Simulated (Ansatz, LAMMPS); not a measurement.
# Electronic structure of liquid (Cs,Li)F at 900 K (112 atoms)

What does DFT give for liquid (Cs,Li)F at 900 K (112 atoms) as built?

Main program and level: Ansatz 0.2.0; Kohn-Sham DFT, PBEsol, PAW (set soft_2), plane waves.

### 1. The structure

The cell holds 112 atoms: 22 Cs, 34 Li and 56 F. Cell: a = 13.151 Å, b = 13.151 Å, c = 13.151 Å, α = 90.0°, β = 90.0°, γ = 90.0°. 112 atoms (22 Cs, 34 Li, 56 F) placed at random at 2.94 g/cm³, melted at 1600 K for 10 ps at fixed volume with the Lennard-Jones and Coulomb ion parameters for SPC/E (Joung and Cheatham, J. Phys. Chem. B 112, 9020 (2008)), full charges. Snapshot at the end of a hold of 15 ps at 900 K and zero pressure.

What the set-up can't give: The starting topology of bonds comes from the classical model, and needn't be the one that DFT or experiment would give. The ion parameters were fitted for water, not for melts, so the density of this cell may lie well off the real melt's. Sampling is at Γ alone, for a cell whose shortest periodic width is 13 Å. No spin–orbit coupling is included, so levels derived from the heavy atoms are approximate.

### 2. How the cell was made

A classical potential supplies the starting structure, since it reaches far longer times than DFT.

This step: classical MD, Lennard-Jones and Coulomb ion parameters for SPC/E (Joung and Cheatham, J. Phys. Chem. B 112, 9020 (2008)), full charges (LAMMPS 22 Jul 2025 - Update 4).

File in.lmp:

```
# melt-quench of Cs22Li34F56
units metal
atom_style charge
boundary p p p
region box block 0 13.3664 0 13.3664 0 13.3664
create_box 3 box
mass 1 132.9055   # Cs
mass 2 6.9400   # Li
mass 3 18.9984   # F
create_atoms 1 random 22 760051 NULL overlap 2.0 maxtry 2000
create_atoms 2 random 34 760058 NULL overlap 2.0 maxtry 2000
create_atoms 3 random 56 760065 NULL overlap 2.0 maxtry 2000
pair_style lj/cut/coul/long 9.0
pair_modify mix arithmetic tail yes
pair_coeff 1 1 0.003897 3.6010   # Cs
pair_coeff 2 2 0.014602 1.4094   # Li
pair_coeff 3 3 0.000321 4.0215   # F
set type 1 charge 1
set type 2 charge 1
set type 3 charge -1
kspace_style pppm 1.0e-4
neigh_modify delay 0 every 1 check yes
thermo_style custom step time temp pe press density
thermo_modify norm yes
timestep 0.002
thermo 100
min_style cg
minimize 1e-4 1e-4 200 2000
reset_timestep 0
velocity all create 1600 760052 mom yes dist gaussian
fix lim all nve/limit 0.05
fix lan all langevin 1600 1600 0.2 760053 zero yes
thermo 500
run 1000 post no
# [... 34 lines left out ...]
compute msd all msd com yes
thermo 1875
fix md all npt temp 900 900 0.2 iso 0 0 2
run 7500 post no
print "== T900: mean square displacement over the hold $(c_msd[4]:%.2f) A^2"
unfix md
uncompute msd
write_dump all custom T900.dump id type xs ys zs modify sort id
```

Run with:

```console
lmp -in in.lmp -log none -nocite
```

Numbers of over 12 decimals in the logs are rounded to 6 here.

What it wrote:

```text
LAMMPS (22 Jul 2025 - Update 4)
Created orthogonal box = (0 0 0) to (13.3664 13.3664 13.3664)
Created 22 atoms
Created 34 atoms
Created 56 atoms
PPPM initialization ...
  G vector (1/distance) = 0.31721201
  grid = 10 10 10
  estimated relative force accuracy = 5.8921855e-05
   Step          Time           Temp          PotEng         Press         Density
         0   0              0              0.19363269     454305.53      2.9370285
        79   0.158          0             -4.6666022     -10600.669      2.9370285
Loop time of 0.249523 s on 1 MPI rank(s) for 79 steps with 112 atoms
Minimization stats:
  Stopping criterion = energy tolerance
[... 50 lines left out ...]
== T1000: mean square displacement over the hold 13.59 A^2
   Step          Time           Temp          PotEng         Press         Density
[... 5 lines left out ...]
Loop time of 4.25468 s on 1 MPI rank(s) for 2500 steps with 112 atoms
   Step          Time           Temp          PotEng         Press         Density
[... 2 lines left out ...]
     31875   63.75          900.33912     -4.6325126     -1183.4091      3.1200684
     33750   67.5           955.04884     -4.6070278     -4430.8763      2.9558001
     35625   71.25          1017.6517     -4.6120677     -406.7189       3.0709994
     36000   72             848.23524     -4.6177192     -2200.218       3.083738
Loop time of 11.2114 s on 1 MPI rank(s) for 7500 steps with 112 atoms
== T900: mean square displacement over the hold 7.18 A^2
```

The job ended after 48 s (1 thread of Intel Xeon at 2.80GHz (Skylake/Cascade Lake), shared host; peak memory 0.35 GiB).

### 3. Plane-wave single point

The electrons are solved once, with the atoms held.

File input.yaml:

```yaml
crystal:
  lattice:
    - [13.15098, 0.0, 0.0]
    - [0.0, 13.15098, 0.0]
    - [0.0, 0.0, 13.15098]
  atoms:
    - { symbol: Cs, position: [0.32982, 0.15839, 0.31234] }
    - { symbol: Cs, position: [0.66083, 0.60833, 0.21148] }
    - { symbol: Cs, position: [0.44494, 0.6678, 0.0018] }
    - { symbol: Cs, position: [0.77933, 0.659, 0.91291] }
    - { symbol: Cs, position: [0.3378, 0.12624, 0.9659] }
    - { symbol: Cs, position: [0.528, 0.41196, 0.83522] }
    - { symbol: Cs, position: [0.76223, 0.84231, 0.70244] }
    - { symbol: Cs, position: [0.01365, 0.32547, 0.23578] }
    - { symbol: Cs, position: [0.44247, 0.36149, 0.15919] }
    - { symbol: Cs, position: [0.73854, 0.02941, 0.36448] }
    - { symbol: Cs, position: [0.07185, 0.7301, 0.44474] }
    - { symbol: Cs, position: [0.99988, 0.2401, 0.55022] }
    - { symbol: Cs, position: [0.97394, 0.02978, 0.8866] }
    - { symbol: Cs, position: [0.40632, 0.94563, 0.53906] }
    - { symbol: Cs, position: [0.72678, 0.36798, 0.11341] }
    - { symbol: Cs, position: [0.40704, 0.3286, 0.62842] }
    - { symbol: Cs, position: [0.94742, 0.3063, 0.9596] }
    - { symbol: Cs, position: [0.91554, 0.52784, 0.63575] }
    - { symbol: Cs, position: [0.28681, 0.87569, 0.18421] }
    - { symbol: Cs, position: [0.62157, 0.72052, 0.46057] }
    - { symbol: Cs, position: [0.20796, 0.34393, 0.88195] }
    - { symbol: Cs, position: [0.21471, 0.13977, 0.67698] }
    - { symbol: Li, position: [0.26401, 0.64222, 0.80788] }
    - { symbol: Li, position: [0.44867, 0.47478, 0.40503] }
    - { symbol: Li, position: [0.5245, 0.17478, 0.4655] }
    - { symbol: Li, position: [0.74243, 0.83906, 0.09105] }
    - { symbol: Li, position: [0.70811, 0.97859, 0.98323] }
    - { symbol: Li, position: [0.18641, 0.54597, 0.084] }
    - { symbol: Li, position: [0.42023, 0.62344, 0.64822] }
    - { symbol: Li, position: [0.75633, 0.09883, 0.64554] }
    - { symbol: Li, position: [0.75986, 0.30812, 0.72844] }
    - { symbol: Li, position: [0.47874, 0.90429, 0.84717] }
    - { symbol: Li, position: [0.51978, 0.93498, 0.03189] }
    - { symbol: Li, position: [0.56078, 0.94531, 0.26284] }
    - { symbol: Li, position: [0.30949, 0.85541, 0.77268] }
    - { symbol: Li, position: [0.94944, 0.82367, 0.05051] }
    - { symbol: Li, position: [0.07446, 0.59091, 0.93147] }
    - { symbol: Li, position: [0.6001, 0.1326, 0.1556] }
    - { symbol: Li, position: [0.39547, 0.73515, 0.40178] }
    - { symbol: Li, position: [0.05319, 0.74312, 0.76352] }
    - { symbol: Li, position: [0.87596, 0.50327, 0.36397] }
    - { symbol: Li, position: [0.08923, 0.09453, 0.37427] }
    - { symbol: Li, position: [0.18227, 0.50641, 0.64752] }
    - { symbol: Li, position: [0.12728, 0.77651, 0.95081] }
    - { symbol: Li, position: [0.94601, 0.63567, 0.17784] }
    - { symbol: Li, position: [0.8482, 0.82052, 0.28567] }
    - { symbol: Li, position: [0.74786, 0.34804, 0.47651] }
    - { symbol: Li, position: [0.52157, 0.09783, 0.77395] }
    - { symbol: Li, position: [0.19604, 0.39092, 0.46598] }
    - { symbol: Li, position: [0.98331, 0.9296, 0.52987] }
    - { symbol: Li, position: [0.82139, 0.08738, 0.13672] }
    - { symbol: Li, position: [0.31323, 0.59671, 0.28885] }
    - { symbol: Li, position: [0.68849, 0.2006, 0.91543] }
    - { symbol: Li, position: [0.67237, 0.51999, 0.55758] }
    - { symbol: Li, position: [0.14331, 0.16228, 0.08359] }
    - { symbol: Li, position: [0.03169, 0.96625, 0.18568] }
    - { symbol: F, position: [0.82892, 0.99048, 0.5714] }
    - { symbol: F, position: [0.08677, 0.89059, 0.05938] }
    - { symbol: F, position: [0.57848, 0.52521, 0.04734] }
    - { symbol: F, position: [0.79899, 0.11033, 0.98488] }
    - { symbol: F, position: [0.74403, 0.1927, 0.20628] }
    - { symbol: F, position: [0.6392, 0.22614, 0.76873] }
    - { symbol: F, position: [0.49688, 0.33863, 0.36012] }
    - { symbol: F, position: [0.99632, 0.78313, 0.63154] }
    - { symbol: F, position: [0.37649, 0.1506, 0.5233] }
    - { symbol: F, position: [0.39235, 0.88195, 0.9553] }
    - { symbol: F, position: [0.54982, 0.08847, 0.31383] }
    - { symbol: F, position: [0.85498, 0.1962, 0.74209] }
    - { symbol: F, position: [0.73465, 0.64171, 0.6419] }
    - { symbol: F, position: [0.51247, 0.51618, 0.57767] }
    - { symbol: F, position: [0.68027, 0.22611, 0.50721] }
    - { symbol: F, position: [0.6282, 0.01527, 0.69131] }
    - { symbol: F, position: [0.58062, 0.24486, 0.02451] }
    - { symbol: F, position: [0.17512, 0.80945, 0.80493] }
    - { symbol: F, position: [0.10303, 0.59611, 0.75799] }
    - { symbol: F, position: [0.68666, 0.84495, 0.30023] }
    - { symbol: F, position: [0.29503, 0.4722, 0.37734] }
    - { symbol: F, position: [0.10042, 0.51126, 0.51098] }
    [... 28 atom lines left out ...]
    - { symbol: F, position: [0.84844, 0.93106, 0.16132] }
    - { symbol: F, position: [0.83497, 0.72937, 0.13629] }
    - { symbol: F, position: [0.81447, 0.87816, 0.95079] }
    - { symbol: F, position: [0.05797, 0.67148, 0.08877] }
    - { symbol: F, position: [0.79935, 0.42587, 0.87787] }
    - { symbol: F, position: [0.12379, 0.24091, 0.39182] }
kpoints:
  mp_grid: { grid: [1, 1, 1] }
hamiltonian:
  xc: pbesol
scf:
  occupations: { method: fermi_dirac, width: 0.05 }
output:
  forces: true
  stress: true
  populations: intrinsic
  dos:
    method: { smearing: { sigma: 0.08 } }
    de: 0.1
    projected: { site_lists: { Cs: [Cs], F: [F], Li: [Li] } }
  eigenvalues: true
  write_density: true
  write_potential: true
  volumetric_format: npy
```

Run with:

```console
ansatz run input.yaml --threads 8 --pin off --max-ram 15872MiB --backend cpu --events-out ev --progress --plain --runs-dir out
```

What it wrote:

```text
Engine: ansatz 0.2.0, x86_64-unknown-linux-gnu
Pseudopotentials: kind: paw
Pseudopotential: Cs, paw, valence charge 9, recommended cutoff 420 eV (normal), Cs.paw.azcp
Pseudopotential: Li, paw, valence charge 3, recommended cutoff 420 eV (normal), Li.paw.azcp
Pseudopotential: F, paw, valence charge 7, recommended cutoff 420 eV (normal), F.paw.azcp
[... 3 lines on functional and potentials left out ...]
Crystal: 112 atoms, lattice volume = 2274.439 Å³
Basis set: ecut = 420 eV, 44299 PW (Γ), exchange–correlation on 180×180×180 points (8 copies of the dense FFT grid, shifted against one another)
Bands: 458, of which v1, the nominal top of the filled ones, is band 346 counted from 1 (345 counted from 0)
Symmetry: 1 space group operations
Space group: P1 (ITA 1), of the structure as read, at distance tolerance 1.3e-4 Å
k-points: 1
[... 9 lines on functional and potentials left out ...]
Initial density: superposition of atomic densities (neutral atoms: chi_scale 0, normalization atom), corrected by the library's trained network
Initial wavefunctions: pseudopotential atomic-orbital guess
Functional: x = pbesol(κ = 0.804, μ = 0.123457), c = pbesol(β = 0.046)
SCF iter   1: F=—  HF=-174750.325836 eV  |F-HF|=—  |Δ(HF+E_count)|=         —  Δρ=8.95e-3  dr2=1.20e0  ethr=1.77e-3  ⟨swp⟩=6.0  Hψ=2007  notcnv=0  defer=90
preconditioner: auto → Resta (q_TF=auto, 2.238 Å⁻¹)  ε∞=2.8  [insulator: Δε(μ)=4.390 eV  Ē_g=14.392 eV  σ=0.050 eV  W_gap=1.00  n_scr=436 (ndim 8)  ℏωp=19.4 eV  f_vac=0.178  D(μ)=0.00/eV (n_scr^D=0)  ε∞_Penn≈2.8]
SCF iter   2: F=—  HF=-174750.018610 eV  |F-HF|=—  |Δ(HF+E_count)|=   3.07e-1  Δρ=2.76e-3  dr2=9.59e-2  ethr=1.73e-4  ⟨swp⟩=2.0  Hψ=842  notcnv=0  defer=108
SCF iter   3: F=—  HF=-174749.996348 eV  |F-HF|=—  |Δ(HF+E_count)|=   2.23e-2  Δρ=5.89e-4  dr2=1.22e-2  ethr=1.39e-5  ⟨swp⟩=2.0  Hψ=652  notcnv=0  defer=108
SCF iter   4: F=—  HF=-174749.997567 eV  |F-HF|=—  |Δ(HF+E_count)|=   1.22e-3  Δρ=3.01e-4  dr2=1.96e-3  ethr=1.77e-6  ⟨swp⟩=2.0  Hψ=700  notcnv=0  defer=108
SCF iter   5: F=—  HF=-174749.997681 eV  |F-HF|=—  |Δ(HF+E_count)|=   1.15e-4  Δρ=1.46e-4  dr2=4.69e-4  ethr=2.83e-7  ⟨swp⟩=2.0  Hψ=659  notcnv=0  defer=108
SCF iter   6: F=—  HF=-174749.997771 eV  |F-HF|=—  |Δ(HF+E_count)|=   8.96e-5  Δρ=3.47e-5  dr2=3.33e-5  ethr=6.78e-8  ⟨swp⟩=2.0  Hψ=616  notcnv=0  defer=108
SCF iter   7: F=—  HF=-174749.998135 eV  |F-HF|=—  |Δ(HF+E_count)|=   3.64e-4  Δρ=3.09e-5  dr2=1.51e-5  ethr=4.81e-9  ⟨swp⟩=2.0  Hψ=804  notcnv=0  defer=108
SCF iter   8: F=—  HF=-174749.998136 eV  |F-HF|=—  |Δ(HF+E_count)|=   1.52e-6  Δρ=4.48e-6  dr2=5.97e-7  ethr=2.18e-9  ⟨swp⟩=2.0  Hψ=659  notcnv=0  defer=108
SCF iter   9: F=—  HF=-174749.998137 eV  |F-HF|=—  |Δ(HF+E_count)|=   1.16e-6  Δρ=2.56e-6  dr2=1.29e-7  ethr=1.45e-11  ⟨swp⟩=20.0  Hψ=4048  notcnv=0
SCF iter  10: F=-174749.998137 eV  HF=-174749.998137 eV  |F-HF|=8.73e-9  |Δ(HF+E_count)|=   1.17e-7  Δρ=1.87e-6  dr2=5.52e-8  ethr=1.45e-11  ⟨swp⟩=8.0  Hψ=2638  notcnv=0
SCF 1 converged in 10 iterations: F = -174749.998137 eV  dr2 = 5.52e-8
  greatest PAW one-centre occupation: 1.000 electrons in one spin orbital (limit 2), on the Li atom at site 51 (counted from 0), in its partial waves of l = 0
SCF converged after 10 iterations
Free energy (F): -174749.998137 eV
Harris-Foulkes:  -174749.998137 eV  (|F-HF|=8.73e-9)
Internal energy: -174749.998137 eV  (E = F + TS)
E sigma→0 (E₀):  -174749.998137 eV
Fermi energy:    3.021566 eV
--- Per-component energies (eV) ---
  E_band       = -6545.435745
  E_kinetic    = 15407.096110
  E_local      = -53371.288549  (includes V_loc(G=0)·N_el)
  E_nonlocal   = 3681.572282
  E_hartree    = 20622.107192
  E_xc         = -8597.203583
  E_vxc        = -8963.453217  (∫ρ·V_xc dr)
  E_paw        = -121132.941757  (= ΣΔE_a)
  E_vpaw       = -4543.687571  (= ΣTr[D̂ρ^β])
  E_aug_tail   = 0.113980  (compensation charges beyond the density's cutoff)
  E_ewald      = -31365.002120
  E_core_change = 5.548309  (= ΣΔE_core)
  E_smearing   = -0.000000  (= −TS)
  E_closure    = -0.000000  (closes the sum)
  Σ components = -174749.998137   (vs F -174749.998137, Δ=0.00e0)
--- Forces (eV/Å), atoms counted from 1 ---
  atom   1  Cs     0.22257092    -0.05825862    -0.21215349
  atom   2  Cs     0.17131730     0.48566464     0.40825081
  atom   3  Cs    -0.53201530     0.27913449    -0.15785147
  atom   4  Cs    -0.38425517    -0.38827849     0.22787018
  atom   5  Cs     0.93723729    -0.96203504     0.09977138
  atom   6  Cs     0.65473674     0.00928031     0.65342164
  atom   7  Cs     0.10872048     0.27467604     0.08730123
  atom   8  Cs     0.01501830     0.27184641     0.04346231
  atom   9  Cs    -0.11965195     0.47552661    -0.05460525
  atom  10  Cs     0.86795219     0.59915821     0.48344059
  atom  11  Cs     0.20209084    -0.41085992    -0.24017691
  atom  12  Cs    -0.85137099     0.21795544     0.59534355
  atom  13  Cs    -0.73336540    -0.57491140    -0.09847331
  atom  14  Cs     0.21824592    -0.14131918     0.00835971
[...]
atom 111  F     -0.22230560    -0.38264917    -0.13892354
  atom 112  F      0.47901520    -0.28721359    -0.00488936
  max |Σ_I F_I| component: 9.96e-5 eV/Å
--- Stress (GPa, compression-positive) ---
       -3.269871       0.028944       0.301686
        0.028945      -3.352059       0.310098
        0.301686       0.310098      -3.215024
  P = ⅓ Tr σ = -3.2790 GPa (-32.790 kbar)
--- Band table (eV) ---
  k-point 0: bands = ["-42.9924", "-42.5747", "-42.5538", "-42.3491", [... 442 levels ...], "10.0678", "10.1016", "10.1204", "10.1598", "10.1878", "10.2165", "10.2531", "10.2779", "10.2899", "10.3604", "10.3910", "10.4117"]
--- intrinsic populations: 112 sites ---
  site symbol       q [e]
     0     Cs      8.0788
     1     Cs      8.0802
     2     Cs      8.0685
[...]
111      F      7.8550
  spilling = -0.000000 (of n_electrons = 692.000000)
```

Wall time 15 s (8 threads of Intel Xeon Platinum 8488C (Sapphire Rapids), shared host); peak memory 3.2 GiB; 1.8 min of CPU time.

The column dr2 measures how far the density is from self-consistency, as an energy; F and HF (Harris–Foulkes) agree once it is small.

The run gave:

```yaml
free_energy: -174749.9981 eV
free_energy_per_atom: -1560.2678 eV/atom
scf_cycles: 10
pressure: -3.279 GPa
r_m_s_force_component: 0.3735 eV/Å
longest_force: 1.509 eV/Å
fermi_energy: 3.022 eV
spacing_of_highest_filled_and_lowest_empty_level: 4.656 eV
```

Length of the force by element:

| element | coordination | atoms | mean length of the force (eV/Å) | spread | least | most |
| --- | --- | --- | --- | --- | --- | --- |
| Cs | all | 22 | 0.621 | 0.318 | 0.103 | 1.35 |
| F | all | 56 | 0.645 | 0.235 | 0.156 | 1.51 |
| Li | all | 34 | 0.494 | 0.204 | 0.134 | 1.10 |

Intrinsic-atomic-orbital charges by element:

```
element  coordination  atoms  mean charge (e)  spread   least    most
     Cs           all     22            0.932   0.013   0.910   0.966
      F           all     56           -0.837  0.0211  -0.897  -0.794
     Li           all     34            0.775  0.0131   0.749   0.798
```

States in the cell by windows of 1 eV, zero at the Fermi level; the larger projections on atomic orbitals stand beside the total:

```
from (eV)  to (eV)  total    F p  Cs p
      -14      -10    0.0    0.0   0.0
      -10       -9   11.8    0.5  11.1
       -9       -8   58.5    2.8  54.8
       -8       -7   61.7    3.0  57.9
       -7       -5    0.0    0.0   0.0
       -5       -4   82.5   77.4   1.2
       -4       -3  180.6  172.2   3.3
       -3       -2   73.0   69.8   1.9
       -2        2    0.0    0.0   0.0
        2        3    2.7    0.0   0.0
        3        4   25.8    1.0   0.4
        4        5   52.2    1.5   0.4
```

The curve was stored every 0.10 eV, coarse against its broadening of 0.08 eV, so these counts are rough.

Between -26 and -14 eV lie 156 more states.

The stored curve holds about 624 of the 692 electrons; the rest, give or take the few that broadening carries across the Fermi level, lie in deeper levels below its range.

The levels nearest the highest filled one (over half full), pooled over k-points and spins:

```
level less the highest filled one (eV)  occupation
                                -0.160           2
                                -0.105           2
                               -0.0885           2
                               -0.0564           2
                               -0.0376           2
                                     0           2
                                  4.66           0
                                  5.40           0
                                  5.57           0
                                  5.67           0
                                  5.82           0
                                  5.87           0
```

Electrostatic potential energy in the ac plane at fractional y = 0.516, with atoms of Cs and Li and F within 0.2 Å of it. With pseudopotentials it is smooth inside the atoms' cores, unlike the true potential.

Ten even steps from '0' (-28 eV) to '9' (8 eV), each cell a mean:
```
9998999999999999999999999999999999999
9888899999999999888999999999999999999
9888899999999999888888899999999999999
9999999999999999888778899999999999999
9999999999999999988788899999999999999
9999999999411599988888899999999998889
8999988888200399999999999999999875567
7899863368866899999999999999998521124
6899840038999999998799998899997312222
7999976578999999950028874368998521113
9974479999999999960028840037898865467
9920029999999999998899975468999988889
9973379999999998889999999889999999999
9999999999999987567899997102999877899
9999999999548987557899996001897412689
9999999999768998888999999879997301689
9999999999999999999999999999998777889
9999999999999999999999888888999999999
9999999999999999999998876778999987899
9999998999965999999998877778999920289
9999887789711799999999988888999963599
9999863258988999999975699999999999999
9999874468999999999810059999999999999
9999988889999999999941289999999999999
```
Columns run along a (13.2 Å; values clipped at the 3rd and 97th percentile), rows up along c (13.2 Å). Atoms in or near the plane, at fractional coordinates: Cs at (0.92, 0.64), Li at (0.88, 0.36), Li at (0.18, 0.65), Li at (0.67, 0.56), F at (0.58, 0.05), F at (0.51, 0.58), F at (0.10, 0.51), F at (0.70, 0.41), F at (0.32, 0.73).

Valence density in the ac plane at fractional y = 0.516, with atoms of Cs and Li and F within 0.2 Å of it. It is the smooth field of the valence electrons, not physical close to the nuclei.

Ten steps, logarithmic in the rise over the least value, from '0' (0.00 × 1e0 e/Å³) to '9' (9.77 × 1e0 e/Å³), each cell a mean:
```
0122210000000000000123210000000000000
0011100000000000000000000000011000000
0000000000000000001111000000111100000
0000000000000000011221000000111000000
0001110001233210011211000000000000000
0012210013688621000100000000000001100
1011111113799731000000000000000133332
2100026632455310001100000000002355554
3100048840111000134532000000012453355
2112223310000001269974115530012455554
1257752100000000258974138850001234432
1379973100000000124431014421000011110
0257752100000000000000012343100000000
0012210012332101220000025897410010000
0000000013564211321000025897411476200
0000000013554211111000012453211586200
0000000001221100000000001111000011000
0000000000000000000000112210000011100
0000000000122100000001123321001245421
0000000002455420000001122221001478742
0000000112577521000011211110001356631
0000015531344310001256631100000122210
0122224420111000001489952100000000000
0234321000000000001368742000000000000
```
Columns run along a (13.2 Å), rows up along c (13.2 Å). Atoms in or near the plane, at fractional coordinates: Cs at (0.92, 0.64), Li at (0.88, 0.36), Li at (0.18, 0.65), Li at (0.67, 0.56), F at (0.58, 0.05), F at (0.51, 0.58), F at (0.10, 0.51), F at (0.70, 0.41), F at (0.32, 0.73).

Mean intrinsic-atomic-orbital charges: Cs +0.93, F -0.84, Li +0.77 e.

[end of part 1 of 2]

[Logs are printed without paths, hosts, clocks, repeated set-up lines and the standing remarks that a program may print on its own settings, such as how far it seeks lower states.]

[Hosts, paths, dates, database ids (printed as entryN), source tags and the programs' standing remarks are cut or masked in the printed files.]
